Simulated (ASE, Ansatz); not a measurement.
# Relaxing random wurtzite alloy of AlN and GaN (72 atoms), part 2 of 2

Wanted: the relaxed structure of random wurtzite alloy of AlN and GaN (72 atoms) and its electronic structure.

Ansatz 0.2.0; Kohn-Sham DFT, PBE, PAW (set soft_2), plane waves.

The cell: 22 Ga, 36 N and 14 Al. The host structure and its lattice constant were typed by rule, without a check against the phase diagram.

So far. Step 7 (Coarser k-mesh (Γ alone)): Forces differ from those of the single point at the relaxed geometry by 26 meV/Å r.m.s.; the energy by +63 meV/atom, the pressure by +0.12 GPa and the gap by -0.030 eV. Step 8 (Functional HSE06): Forces differ from the reference by 43 meV/Å r.m.s.; the pressure by -5.8 GPa and the gap by +1.3 eV. It took 18 times the reference's time (shared host, so rough).

**8. Functional HSE06 (continued)**

Length of the force by element:

| element | coordination | atoms | mean length of the force (eV/Å) | spread | least | most |
| --- | --- | --- | --- | --- | --- | --- |
| Al | all | 14 | 0.0719 | 0.018 | 0.0443 | 0.104 |
| Ga | all | 22 | 0.0399 | 0.0181 | 0.018 | 0.0682 |
| N | all | 36 | 0.0835 | 0.037 | 0.0088 | 0.130 |

Löwdin charges by element (they lack the spilled electrons, 0.026 e an atom on average):

| element | coordination | atoms | mean charge (e) | spread | least | most |
| --- | --- | --- | --- | --- | --- | --- |
| Al | all | 14 | 1.15 | 0.0046 | 1.14 | 1.16 |
| Ga | all | 22 | 0.828 | 0.0048 | 0.819 | 0.837 |
| N | all | 36 | -0.901 | 0.064 | -1.06 | -0.797 |

Charge against the make-up of the first shell:

| Al neighbours of N | atoms | mean charge (e) |
| --- | --- | --- |
| 0 | 6 | -0.799 |
| 1 | 10 | -0.865 |
| 2 | 15 | -0.93 |
| 3 | 4 | -0.994 |
| 4 | 1 | -1.06 |

States in the cell by windows of 1 eV, zero at the Fermi level; the larger projections on atomic orbitals stand beside the total:

| from (eV) | to (eV) | total | N p | Ga p | Ga s | Al p | N s |
| --- | --- | --- | --- | --- | --- | --- | --- |
| -10 | -9 | 0.4 | 0.2 | 0.0 | 0.1 | 0.0 | 0.0 |
| -9 | -8 | 5.4 | 3.1 | 0.3 | 1.6 | 0.2 | 0.0 |
| -8 | -7 | 42.9 | 25.3 | 2.9 | 8.1 | 1.8 | 2.1 |
| -7 | -6 | 29.4 | 18.6 | 4.7 | 0.9 | 2.7 | 0.8 |
| -6 | -5 | 15.9 | 10.8 | 0.7 | 1.1 | 0.5 | 1.5 |
| -5 | -4 | 27.1 | 21.0 | 3.3 | 0.2 | 2.0 | 0.1 |
| -4 | -3 | 59.9 | 49.3 | 5.6 | 0.4 | 2.9 | 0.3 |
| -3 | -2 | 29.9 | 26.5 | 2.0 | 0.1 | 0.5 | 0.0 |
| -2 | -1 | 5.1 | 4.8 | 0.1 | 0.0 | 0.0 | 0.0 |
| -1 | 1 | 0.0 | 0.0 | 0.0 | 0.0 | 0.0 | 0.0 |
| 1 | 2 | 1.7 | 0.0 | 0.0 | 0.6 | 0.0 | 0.8 |
| 2 | 3 | 0.3 | 0.0 | 0.0 | 0.1 | 0.0 | 0.1 |
| 3 | 4 | 0.0 | 0.0 | 0.0 | 0.0 | 0.0 | 0.0 |
| 4 | 5 | 45.8 | 4.3 | 13.4 | 5.1 | 8.1 | 9.7 |

Between -19 and -10 eV lie 292 more states.

The levels nearest the highest filled one (over half full), pooled over k-points and spins:

| level less the highest filled one (eV) | occupation |
| --- | --- |
| -0.556 | 2 |
| -0.436 | 2 |
| -0.411 | 2 |
| -0.0639 | 2 |
| -0.0432 | 2 |
| 0 | 2 |
| 3.84 | 0 |
| 6.12 | 0 |
| 6.14 | 0 |
| 6.19 | 0 |
| 6.21 | 0 |
| 6.23 | 0 |

**9. Functional r2SCAN (500 eV)**

The meta-GGA r2SCAN uses the kinetic energy density as well as the density and its gradient. Besides, the cutoff goes from 420 to 500 eV.

This step: Kohn-Sham DFT, r2SCAN, PAW (set soft_2), plane waves (Ansatz 0.2.0).

File input.yaml:

```yaml
crystal:
  lattice:
    - [9.54694, 2.0e-05, -0.00075]
    - [-4.77346, 8.26763, 0.0002]
    - [-0.0008, -0.00021, 10.32522]
  atoms:
    [... the 72 atom lines of step 5 ...]
kpoints:
  mp_grid: { grid: [2, 2, 2] }
hamiltonian:
  xc: r2scan
scf:
  occupations: { method: fermi_dirac, width: 0.025 }
output:
  forces: true
  stress: true
  populations: true
  dos:
    method: { smearing: { sigma: 0.08 } }
    de: 0.05
    projected: { site_lists: { Al: [Al], Ga: [Ga], "N": ["N"] } }
  eigenvalues: true
```

Command:

```sh
> ansatz run input.yaml --threads 4 --pin off --max-ram 8192MiB --backend cpu --events-out ev --progress --plain --runs-dir out
```

The job ended after 2.3 min (4 threads of Arm Neoverse V2, shared host; peak memory 5.8 GiB).

The program notes that it cut back its work space to fit the memory limit.

Geometry and reference: those of the single point at the relaxed geometry.

Forces differ from those of the single point at the relaxed geometry by 31 meV/Å r.m.s.; the pressure by -5.6 GPa and the gap by +0.48 eV. It took 2.3 min and 9 cycles; the reference's time can't be set against it, since the two runs asked for unlike analyses.

**10. Functional PBEsol**

PBEsol restores the gradient expansion of exchange for slowly varying densities and usually gives shorter bonds in solids than PBE.

This step: Kohn-Sham DFT, PBEsol, PAW (set soft_2), plane waves (Ansatz 0.2.0).

Changes to input.yaml since step 9:

```diff
@@ -10,3 +10,3 @@
 hamiltonian:
-  xc: r2scan
+  xc: pbesol
 scf:
```

It took 78 s on 4 threads; peak memory 5.5 GiB; 5.2 min of CPU time.

Geometry and reference: those of the single point at the relaxed geometry.

Forces differ from those of the single point at the relaxed geometry by 52 meV/Å r.m.s.; the pressure by -5.0 GPa and the gap by -0.059 eV.

**11. All settings compared**

Differences are against the single point at the relaxed geometry (Kohn-Sham DFT, PBE, PAW (set soft_2), plane waves), whose r.m.s. force component is 6.9e-4 eV/Å. Energies are set beside the reference only for runs with its functional, potentials and electron count. Times are for 4 threads of Arm Neoverse V2, shared host. The reference's time includes grids, which some other runs skip.

| run | Δ force, r.m.s. (meV/Å) | Δ energy (meV/atom) | Δ pressure (GPa) | Δ gap (eV) | cycles | time | host memory (GiB) |
| --- | --- | --- | --- | --- | --- | --- | --- |
| reference | - | - | - | - | 7 | 80 s | 5.5 |
| k-mesh 3×3×3 | 0.638 | -0.783 | 0.012 | 7.0e-4 | 7 | 4 min | 5.9 |
| coarser k-mesh (Γ alone) | 25.8 | 62.6 | 0.123 | -0.0296 | 8 | 8.3 s | 1.1 |
| functional r2SCAN (500 eV) | 31.3 | - | -5.57 | 0.475 | 9 | 2.3 min | 5.8 |
| functional PBEsol | 52.1 | - | -4.95 | -0.0594 | 9 | 78 s | 5.5 |

**12. What came out**

```json
{
  "energy change in the relaxation": "-28.35 meV/atom",
  "r.m.s. displacement": "0.053 Å",
  "largest displacement": "0.105 Å",
  "free energy per atom": "-1453.2405 eV/atom",
  "density": "4.923 g/cm³",
  "pressure": "0.00123 GPa",
  "r.m.s. force component": "0.00069 eV/Å",
  "gap (highest filled to lowest empty level)": "2.545 eV",
  "wall time of the 8 DFT runs": "16 min"
}
```

What this shows: Relaxation lowers the energy by 28.3 meV/atom and moves atoms by 0.053 Å r.m.s.; the r.m.s. force component goes from 0.60 to 6.9e-4 eV/Å. Displacements are taken in the final cell, so they leave out its strain. By the final cutoffs no bond was broken or made. The cell grew by 2.6 % in volume. First to last step the energy falls by 2.041 eV, across changes of basis; the largest move, 0.10 Å, is that of N30. The N-Ga bonds change most in mean length: from 1.928 Å (spread 0.026) to 1.966 Å (spread 0.009). Counting bonds as in the table, all Al atoms have 4, all Ga atoms have 4 and all N atoms have 4 bonded neighbours. The highest filled and lowest empty levels differ by 2.54 eV (on the run's k-points); a semilocal functional tends to put such gaps too low.

Among the changes of functional, dispersion, potentials or spin set against this reference, functional PBEsol moves the forces most, by 52 meV/Å r.m.s.

[Logs are printed without paths, hosts, clocks, repeated set-up lines and the standing remarks that a program may print on its own settings, such as how far it seeks lower states.]

[Hosts, paths, dates, database ids (printed as entryN), source tags and the programs' standing remarks are cut or masked in the printed files.]
